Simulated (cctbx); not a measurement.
**A crystallographic session in cctbx: GdAlCd4**

Library: cctbx 2025.11. The data are simulated by the first script.

## 1. Simulate the data

run.py:

```python
from cctbx import adptbx, crystal, miller, sgtbx, xray
from cctbx.array_family import flex
from iotbx.shelx import hklf
from scitbx import matrix
import scitbx.random

cs = crystal.symmetry(unit_cell=(5.923, 10.023, 4.771, 90, 90, 90), space_group_symbol='Hall: -C 2 2')  # Cmmm
atoms = [  # label, site, U (iso, or U11 U22 U33 U12 U13 U23 in A^2), occupancy
    ("Gd1", (0.5, 0, 0), (0.0097, 0.0093, 0.0076, 0.0000, 0.0000, 0.0000), 1),
    ("Cd1", (0.25, 0.75, 0.5), (0.0098, 0.0087, 0.0074, -0.0007, 0.0000, 0.0000), 1),
    ("Cd2", (0.5, 0.6673, 0), (0.0096, 0.0092, 0.0062, 0.0000, 0.0000, 0.0000), 1),
    ("Al1", (0, 0, 0.5), (0.0236, 0.0207, 0.0195, -0.0000, 0.0000, 0.0000), 1),
]
xs = xray.structure(crystal_symmetry=cs)
for label, site, u, occ in atoms:
    u = adptbx.u_cif_as_u_star(cs.unit_cell(), u) if isinstance(u, tuple) else u
    xs.add_scatterer(xray.scatterer(label, site=site, u=u, occupancy=occ))
xs.set_inelastic_form_factors(1.54184, "sasaki")
xs.show_summary()
p1 = xs.expand_to_p1()
ms = miller.build_set(p1, anomalous_flag=True, d_min=0.8)
flex.set_random_seed(357416)
scitbx.random.set_random_seed(357416)
ms = ms.select(flex.random_double(ms.size()) < 0.95)
i = ms.structure_factors_from_scatterers(p1, algorithm="direct").f_calc().as_intensity_array().data()
i = i / flex.sqrt(1 + 0.1 * i / flex.max(i))  # extinction
i = i * 70000 / flex.max(i)
sig = flex.sqrt(i + flex.pow2(0.03 * i) + 2 ** 2)
noise = scitbx.random.variate(scitbx.random.normal_distribution())(i.size())
data = ms.array(data=i + sig * noise, sigmas=sig).set_observation_type_xray_intensity()
with open("data.hkl", "w") as f:
    data.export_as_shelx_hklf(f)
print("reflections written:", data.size(), " <I/sigma> = %.1f" % flex.mean(data.data() / data.sigmas()))
for h, a, b in list(data.sort("data"))[:12]:
    print("%4d%4d%4d %9.1f %7.1f" % (h + (a, b)))
```

```console
$ python run.py
```

```text
Number of scatterers: 4
At special positions: 4
Unit cell: (5.923, 10.023, 4.771, 90, 90, 90)
Space group: C m m m (No. 65)
reflections written: 2196  <I/sigma> = 11.6
   0   0   2   72135.2  2116.6
   0   0  -2   68328.2  2116.6
  -2   0  -1   59896.6  1832.2
   2   0   1   59689.4  1832.2
  -2   0   1   58784.1  1832.2
  -4   0   0   43276.8  1279.0
   2  -6   0   43255.1  1261.3
   4   0   0   42864.6  1279.0
   2   6   0   42559.4  1261.3
  -2  -6   0   40812.3  1261.3
  -2   6   0   40624.9  1261.3
   0   6  -1   39041.7  1197.4
```

It took 0.24 s on 1 thread of Arm Neoverse V2 (shared host), peak memory 0.07 GiB.

## 2. Symmetry

run.py:

```python
from cctbx import crystal, sgtbx, statistics
from cctbx.array_family import flex
from iotbx.shelx import hklf

p1 = crystal.symmetry(unit_cell=(5.923, 10.023, 4.771, 90, 90, 90), space_group_symbol="P 1")
raw = hklf.reader(file_name="data.hkl").as_miller_arrays(crystal_symmetry=p1, anomalous=True)[0]
print(raw.size(), "reflections to d = %.3f A" % raw.d_min())
isig = raw.data() / raw.sigmas()
print("centring   violations  <I/sigma> of those")
best = "P"
for c in "ABCIRF":
    a = raw.customized_copy(space_group_info=sgtbx.space_group_info("Hall: %s 1" % c)).sys_absent_flags().data()
    m = flex.mean(isig.select(a))
    print("%5s %10d of %5d %8.1f" % (c, (isig.select(a) > 4).count(True), a.count(True), m))
    if (isig.select(a) > 4).count(True) < 0.01 * a.count(True):
        best = c
raw = raw.select(~raw.customized_copy(space_group_info=sgtbx.space_group_info("Hall: %s 1" % best)).sys_absent_flags().data())
isig = raw.data() / raw.sigmas()
rows = []
for s in sgtbx.space_group_symbol_iterator():
    g = sgtbx.space_group(s)
    if g.conventional_centring_type_symbol() != best or not g.is_compatible_unit_cell(p1.unit_cell(), 1e-3, 0.02):
        continue
    rows.append((s, g))
print("Laue class    unique    Rint  (classes that these axes allow; Friedel mates merged)")
rint = {}
for s, g in rows:
    laue = g.build_derived_patterson_group()
    key = laue.type().hall_symbol()
    if key not in rint:
        m = raw.customized_copy(space_group_info=laue.info(), anomalous_flag=False).merge_equivalents()
        rint[key] = m.r_int()
        print("%-14s %6d %7.3f" % (laue.type().lookup_symbol(), m.array().size(), m.r_int()))
floor = min(rint.values())
good = [(s, g) for s, g in rows if rint[g.build_derived_patterson_group().type().hall_symbol()] < 2 * floor + 0.03]
top = max(g.build_derived_patterson_group().order_z() for s, g in good)
print("space group    extra absences  I>4sigma  <I/sigma>")
for s, g in good:
    laue = g.build_derived_patterson_group()
    if laue.order_z() != top:
        continue
    a = raw.customized_copy(space_group_info=g.info()).sys_absent_flags().data()
    a &= ~raw.customized_copy(space_group_info=laue.info()).sys_absent_flags().data()
    bad = (isig.select(a) > 4).count(True)
    if bad <= 0.03 * a.count(True):
        print("%-16s %8d %10d %9s  %s" % (s.universal_hermann_mauguin(), a.count(True), bad, "%.1f" % flex.mean(isig.select(a)) if a.count(True) else "-", "centric" if g.is_centric() else "acentric"))
laue = max(good, key=lambda t: t[1].build_derived_patterson_group().order_z())[1].build_derived_patterson_group()
f = raw.customized_copy(space_group_info=laue.info(), anomalous_flag=False).merge_equivalents().array().eliminate_sys_absent().f_sq_as_f()
f.set_observation_type_xray_amplitude()
bins = max(3, min(8, f.size() // 12))
f.setup_binner(n_bins=bins)
w = statistics.wilson_plot(f, {e: n / laue.order_z() for e, n in {'Gd': 2.0, 'Cd': 8.0, 'Al': 2.0}.items()}, e_statistics=True)
print("Wilson B = %.2f A^2   <|E^2-1|> = %.3f (0.968 centric, 0.736 acentric)   E^2>4: %.1f %%" % (w.wilson_b, w.mean_e_sq_minus_1, w.percent_e_sq_gt_2))
print("shell (A)         n   <I/sigma>")
m = raw.customized_copy(space_group_info=laue.info(), anomalous_flag=False).merge_equivalents().array().eliminate_sys_absent()
for b in m.setup_binner(n_bins=bins).range_used():
    sel = m.binner().selection(b)
    print("%5.2f - %4.2f %6d %8.1f" % (min(m.binner().bin_d_range(b)[0] if m.binner().bin_d_range(b)[0] > 0 else 99, 99), m.binner().bin_d_range(b)[1], sel.count(True), flex.mean((m.data() / m.sigmas()).select(sel))))
```

```console
$ python run.py
```

```text
2196 reflections to d = 0.801 A
centring   violations  <I/sigma> of those
    A        549 of  1109     11.2
    B        549 of  1084     11.5
    C          0 of  1095      0.0
    I        559 of  1094     12.0
    R        738 of  1463     11.7
    F        549 of  1644      7.6
Laue class    unique    Rint  (classes that these axes allow; Friedel mates merged)
C 1 2/m 1         308   0.022
C 2/m 1 1         318   0.022
C m m m           189   0.023
space group    extra absences  I>4sigma  <I/sigma>
C 2 2 2                 0          0         -  acentric
C m m 2                 0          0         -  acentric
C 2 m m                 0          0         -  acentric
C m 2 m                 0          0         -  acentric
C m m m                 0          0         -  centric
Wilson B = 0.60 A^2   <|E^2-1|> = 0.827 (0.968 centric, 0.736 acentric)   E^2>4: 2.6 %
shell (A)         n   <I/sigma>
 5.10 - 1.59     30     49.3
 1.59 - 1.27     23     50.7
 1.27 - 1.11     26     46.0
 1.11 - 1.01     21     51.2
 1.01 - 0.94     24     50.9
 0.94 - 0.88     26     56.6
 0.88 - 0.84     14     42.9
 0.84 - 0.80     25     58.0
```

Time: 0.25 s.

## 3. Patterson map

run.py:

```python
from cctbx import crystal, maptbx
from iotbx.shelx import hklf

cs = crystal.symmetry(unit_cell=(5.923, 10.023, 4.771, 90, 90, 90), space_group_symbol='Hall: -C 2 2')  # Cmmm
raw = hklf.reader(file_name="data.hkl").as_miller_arrays(crystal_symmetry=cs, anomalous=True)[0]
merged = raw.eliminate_sys_absent().merge_equivalents()
fo2 = merged.array().set_observation_type_xray_intensity()
f = fo2.average_bijvoet_mates().f_sq_as_f()
pm = f.patterson_map(symmetry_flags=maptbx.use_space_group_symmetry, sharpening=False, resolution_factor=0.25)
peaks = pm.peak_search(parameters=maptbx.peak_search_parameters(min_distance_sym_equiv=0.4, max_clusters=14)).all()
top = peaks.heights()[0]
print("Patterson group", f.patterson_symmetry().space_group_info())
print("      u       v       w   height  length (A)")
for x, h in zip(peaks.sites(), peaks.heights()):
    y = [t - round(t) for t in x]
    print("%7.3f %7.3f %7.3f %8.1f %8.2f" % (x + (1000 * h / top, cs.unit_cell().length(y))))
```

```console
$ python run.py
```

```text
Patterson group C m m m
      u       v       w   height  length (A)
  0.000   0.000   0.000   1000.0     0.00
  0.000   0.333   0.000    596.4     3.34
  0.250   0.250   0.500    390.1     3.76
  0.251   0.417   0.500    355.8     5.04
  0.000   0.500   0.000    350.6     5.01
  0.000   0.500   0.500     66.2     5.55
  0.000   0.166   0.500     65.1     2.91
  0.250   0.250   0.000     64.6     2.91
  0.000   0.000   0.254     20.6     1.21
  0.081   0.500   0.221     15.5     5.14
  0.089   0.000   0.219     15.2     1.17
  0.148   0.500   0.396     15.0     5.43
  0.000   0.334   0.251     13.2     3.55
  0.157   0.168   0.390     11.3     2.67
```

Time: 0.25 s.

## 4. Charge flipping

run.py:

```python
import itertools
from cctbx import crystal, maptbx
from cctbx.array_family import flex
from iotbx.shelx import hklf
from smtbx.ab_initio import charge_flipping as cf

cs = crystal.symmetry(unit_cell=(5.923, 10.023, 4.771, 90, 90, 90), space_group_symbol='Hall: -C 2 2')  # Cmmm
raw = hklf.reader(file_name="data.hkl").as_miller_arrays(crystal_symmetry=cs, anomalous=True)[0]
merged = raw.eliminate_sys_absent().merge_equivalents()
fo2 = merged.array().set_observation_type_xray_intensity()
f = fo2.average_bijvoet_mates().f_sq_as_f().resolution_filter(d_min=0.8)
p1 = f.expand_to_p1()
work = p1
flex.set_random_seed(93875)
it = cf.weak_reflection_improved_iterator(delta=None, weak_reflection_fraction=0.2)
it.start(work, phases=flex.random_double(p1.size()) * 6.2832, f_000=0)
it.delta = 1 * it.rho_map.sigma()
print("cycle      R  skewness")
for n, st in enumerate(itertools.islice(it, 300)):
    if n % 25 == 0:
        print("%5d %6.3f %8.2f" % (n, st.r1_factor(), st.rho_map.skewness()))
rho = p1.phase_transfer(it.f_calc).fft_map().apply_volume_scaling()
polish = cf.low_density_elimination_iterator(constant_rho_c=rho.sigma())
polish.start(f_obs=p1, phases=it.f_calc, f_000=0)
for _ in range(8):
    next(polish)
print("origin shift          correlation  skewness")
maps = []
for fc, shift, cc in itertools.islice(cf.f_calc_symmetrisations(f, polish.f_calc, 0), 4):
    m = f.phase_transfer(fc).fft_map(symmetry_flags=maptbx.use_space_group_symmetry, resolution_factor=0.25).apply_sigma_scaling()
    maps.append((m.skewness(), cc, m))
    print("%6.3f %6.3f %6.3f %10.3f %9.2f" % (tuple(shift) + (cc, m.skewness())))
skew, cc, m = max((t for t in maps if t[1] > maps[0][1] - 0.04), key=lambda t: t[0])
print("taken: symmetry correlation %.3f, skewness %.2f" % (cc, skew))
peaks = m.peak_search(parameters=maptbx.peak_search_parameters(min_distance_sym_equiv=0.9, max_clusters=9)).all()
sps = cs.special_position_settings(min_distance_sym_equiv=0.5)
print("peak      x       y       z  mult  height/sigma")
for k, (x, h) in enumerate(zip(peaks.sites(), peaks.heights())):
    ss = sps.site_symmetry(x)
    print("Q%-3d %7.4f %7.4f %7.4f %4d %8.1f" % ((k + 1,) + tuple(t % 1 for t in ss.exact_site()) + (ss.multiplicity(), h)))
```

```console
$ python run.py
```

```text
cycle      R  skewness
    0  0.588     0.36
   25  0.317     4.41
   50  0.235     4.74
   75  0.218     4.61
  100  0.225     4.64
  125  0.213     4.46
  150  0.223     4.63
  175  0.201     4.55
  200  0.211     4.58
  225  0.210     4.47
  250  0.211     4.51
  275  0.216     4.59
origin shift          correlation  skewness
 0.365  0.344  0.138      0.924      5.69
 0.367  0.178  0.140      0.931      6.21
 0.367  0.081  0.140      0.914      3.57
 0.369  0.413  0.142      0.917      4.00
taken: symmetry correlation 0.931, skewness 6.21
peak      x       y       z  mult  height/sigma
Q1    0.0000  0.5000  0.0000    2     19.6
Q2    0.0000  0.1671  0.0000    4     11.0
Q3    0.2500  0.2500  0.5000    4      9.9
Q4    0.0000  0.0000  0.5000    2      3.3
Q5    0.1621  0.2508  0.2983   16      2.8
Q6    0.0000  0.0000  0.0000    2      2.6
Q7    0.2447  0.0748  0.5000    8      2.3
Q8    0.0887  0.1642  0.2077   16      1.5
Q9    0.0892  0.3332  0.1860   16      1.5
```

Time: 0.32 s.

## 5. Refinement (model from the peaks)

run.py:

```python
import math
from cctbx import adptbx, crystal, maptbx, sgtbx, xray
from cctbx.array_family import flex
from cctbx.xray import observations
from iotbx.shelx import hklf
from scitbx.lstbx import normal_eqns_solving
from smtbx import absolute_structure, utils
from smtbx.refinement import constraints, least_squares

cs = crystal.symmetry(unit_cell=(5.923, 10.023, 4.771, 90, 90, 90), space_group_symbol='Hall: -C 2 2')  # Cmmm
atoms = [  # label, site, U (iso, or U11 U22 U33 U12 U13 U23 in A^2), occupancy
    ("Gd1", (0, 0.5, 0), 0.0200, 1),
    ("Cd1", (0, 0.1671, 0), 0.0200, 1),
    ("Cd2", (0.25, 0.25, 0.5), 0.0200, 1),
    ("Al1", (0, 0, 0.5), 0.0200, 1),
]
xs = xray.structure(crystal_symmetry=cs)
for label, site, u, occ in atoms:
    u = adptbx.u_cif_as_u_star(cs.unit_cell(), u) if isinstance(u, tuple) else u
    xs.add_scatterer(xray.scatterer(label, site=site, u=u, occupancy=occ))
xs.set_inelastic_form_factors(1.54184, "sasaki")
raw = hklf.reader(file_name="data.hkl").as_miller_arrays(crystal_symmetry=cs, anomalous=True)[0]
merged = raw.eliminate_sys_absent().merge_equivalents()
fo2 = merged.array().set_observation_type_xray_intensity()
print("Rint %.3f, %d unique reflections to %.2f A" % (merged.r_int(), fo2.size(), fo2.d_min()))
for sc in xs.scatterers():
    sc.flags.set_grad_site(True)
    sc.flags.set_grad_u_aniso(sc.flags.use_u_aniso())
    sc.flags.set_grad_u_iso(sc.flags.use_u_iso())
obs = fo2.as_xray_observations()
extra = {}
rep = constraints.reparametrisation(xs, [], utils.connectivity_table(xs), **extra)
ls = least_squares.crystallographic_ls(obs, rep, weighting_scheme=least_squares.mainstream_shelx_weighting(a=0, b=0))
print("cycle     R1     wR2    GooF  max shift (A)")
for cycle in range(6):
    ls.build_up()
    r1, wr2, goof = ls.r1_factor(cutoff_factor=2)[0], ls.wR2(), ls.goof()
    old = xs.sites_cart()
    normal_eqns_solving.levenberg_marquardt_iterations(ls, n_max_iterations=3, tau=0.0001, step_threshold=1e-7)
    big = flex.max((xs.sites_cart() - old).norms())
    print("%4d %7.4f %7.4f %7.3f %9.5f" % (cycle + 1, r1, wr2, goof, big))
    ls.build_up(objective_only=True)
    if abs(ls.wR2() - wr2) < 5e-5 and big < 5e-4:
        break
ls.build_up()
print("final R1 %.4f wR2 %.4f GooF %.3f  parameters %d  data/parameter %.1f" % (ls.r1_factor(cutoff_factor=2)[0], ls.wR2(), ls.goof(), ls.n_parameters, fo2.size() / ls.n_parameters))
cov = ls.covariance_matrix_and_annotations()
su = dict(zip(cov.annotations, (math.sqrt(max(v, 0)) for v in cov.matrix.matrix_packed_u_diagonal())))
a2 = cs.unit_cell().reciprocal_parameters()[0] ** -2
print("atom        x        y        z      Ueq    occ   su(xyz)  su(Uiso or U11)")
for sc in xs.scatterers():
    s = max(su.get(sc.label + k, 0) for k in (".x", ".y", ".z"))
    npd = "" if sc.is_positive_definite_u(cs.unit_cell()) else "  NPD"
    print("%-5s %8.5f %8.5f %8.5f %8.4f %6.3f %8.5f %7.4f%s" % ((sc.label,) + sc.site + (sc.u_iso_or_equiv(cs.unit_cell()), sc.occupancy, s, su.get(sc.label + ".uiso", su.get(sc.label + ".u11", 0) * a2), npd)))
fo = fo2.f_sq_as_f()
fc = fo.structure_factors_from_scatterers(xs, algorithm="direct").f_calc()
diff = fo.f_obs_minus_f_calc(1 / math.sqrt(ls.scale_factor()), fc).average_bijvoet_mates()
m = diff.fft_map(symmetry_flags=maptbx.use_space_group_symmetry, resolution_factor=0.25).apply_volume_scaling()
print("difference map: max %.2f min %.2f rms %.2f" % (m.statistics().max(), m.statistics().min(), m.statistics().sigma()))
peaks = m.peak_search(parameters=maptbx.peak_search_parameters(min_distance_sym_equiv=0.6, max_clusters=5)).all()
near = xs.closest_distances(peaks.sites(), distance_cutoff=4)
sps = cs.special_position_settings(min_distance_sym_equiv=0.5)
for k, (x, h) in enumerate(zip(peaks.sites(), peaks.heights())):
    ss = sps.site_symmetry(x)
    print("Q%-3d %7.4f %7.4f %7.4f %4d %7.2f  %.2f A from %s" % ((k + 1,) + tuple(t % 1 for t in ss.exact_site()) + (ss.multiplicity(), h, near.smallest_distances[k], xs.scatterers()[near.i_seqs[k]].label)))
```

```console
$ python run.py
```

```text
Rint 0.023, 189 unique reflections to 0.80 A
cycle     R1     wR2    GooF  max shift (A)
   1  0.0896  0.2025  11.522   0.00216
   2  0.0139  0.0358   2.037   0.00000
final R1 0.0139 wR2 0.0358 GooF 2.037  parameters 5  data/parameter 37.8
atom        x        y        z      Ueq    occ   su(xyz)  su(Uiso or U11)
Gd1    0.00000  0.50000  0.00000   0.0087  1.000  0.00000  0.0002
Cd1    0.00000  0.16732  0.00000   0.0084  1.000  0.00005  0.0002
Cd2    0.25000  0.25000  0.50000   0.0086  1.000  0.00000  0.0002
Al1    0.00000  0.00000  0.50000   0.0219  1.000  0.00000  0.0008
difference map: max 0.92 min -2.19 rms 0.21
Q1    0.1613  0.2411  0.5000    8    0.93  0.53 A from Cd2
Q2    0.0667  0.1481  0.0000    8    0.77  0.44 A from Cd1
Q3    0.0944  0.5000  0.0000    4    0.68  0.56 A from Gd1
Q4    0.0000  0.2243  0.0000    4    0.55  0.57 A from Cd1
Q5    0.0000  0.2052  0.4142    8    0.49  1.60 A from Cd2
```

Time: 0.37 s.

## 6. Refinement (anisotropic displacement)

run.py, as its changes from the last script of this kind:

```diff
@@ -12,4 +12,4 @@
-    ("Gd1", (0, 0.5, 0), 0.0200, 1),
-    ("Cd1", (0, 0.1671, 0), 0.0200, 1),
-    ("Cd2", (0.25, 0.25, 0.5), 0.0200, 1),
-    ("Al1", (0, 0, 0.5), 0.0200, 1),
+    ("Gd1", (0, 0.5, 0), 0.0087, 1),
+    ("Cd1", (0, 0.16732, 0), 0.0084, 1),
+    ("Cd2", (0.25, 0.25, 0.5), 0.0086, 1),
+    ("Al1", (0, 0, 0.5), 0.0219, 1),
@@ -21,0 +22 @@
+xs.convert_to_anisotropic()
@@ -35 +36 @@
-for cycle in range(6):
+for cycle in range(8):
@@ -39 +40 @@
-    normal_eqns_solving.levenberg_marquardt_iterations(ls, n_max_iterations=3, tau=0.0001, step_threshold=1e-7)
+    normal_eqns_solving.levenberg_marquardt_iterations(ls, n_max_iterations=3, tau=1e-06, step_threshold=1e-7)
@@ -60 +61 @@
-peaks = m.peak_search(parameters=maptbx.peak_search_parameters(min_distance_sym_equiv=0.6, max_clusters=5)).all()
+peaks = m.peak_search(parameters=maptbx.peak_search_parameters(min_distance_sym_equiv=0.6, max_clusters=6)).all()
```

```console
$ python run.py
```

```text
Rint 0.023, 189 unique reflections to 0.80 A
cycle     R1     wR2    GooF  max shift (A)
   1  0.0140  0.0358   2.089   0.00012
   2  0.0074  0.0178   1.037   0.00000
final R1 0.0074 wR2 0.0178 GooF 1.037  parameters 14  data/parameter 13.5
atom        x        y        z      Ueq    occ   su(xyz)  su(Uiso or U11)
Gd1    0.00000  0.50000  0.00000   0.0086  1.000  0.00000  0.0002
Cd1    0.00000  0.16731  0.00000   0.0082  1.000  0.00002  0.0001
Cd2    0.25000  0.25000  0.50000   0.0085  1.000  0.00000  0.0001
Al1    0.00000  0.00000  0.50000   0.0217  1.000  0.00000  0.0010
difference map: max 0.39 min -0.80 rms 0.13
Q1    0.2500  0.2500  0.0000    4    0.42  1.70 A from Cd1
Q2    0.0000  0.1623  0.5000    4    0.32  1.63 A from Al1
Q3    0.1879  0.0000  0.2336    8    0.31  1.69 A from Al1
Q4    0.0000  0.3180  0.2861    8    0.30  1.92 A from Cd2
Q5    0.0000  0.2203  0.3174    8    0.26  1.60 A from Cd1
Q6    0.2315  0.1087  0.0000    8    0.26  1.49 A from Cd1
```

It took 0.36 s on 1 thread of Arm Neoverse V2 (shared host), peak memory 0.09 GiB.

[Logs are printed without paths, hosts, clocks, repeated set-up lines and the standing remarks that a program may print on its own settings, such as how far it seeks lower states.]
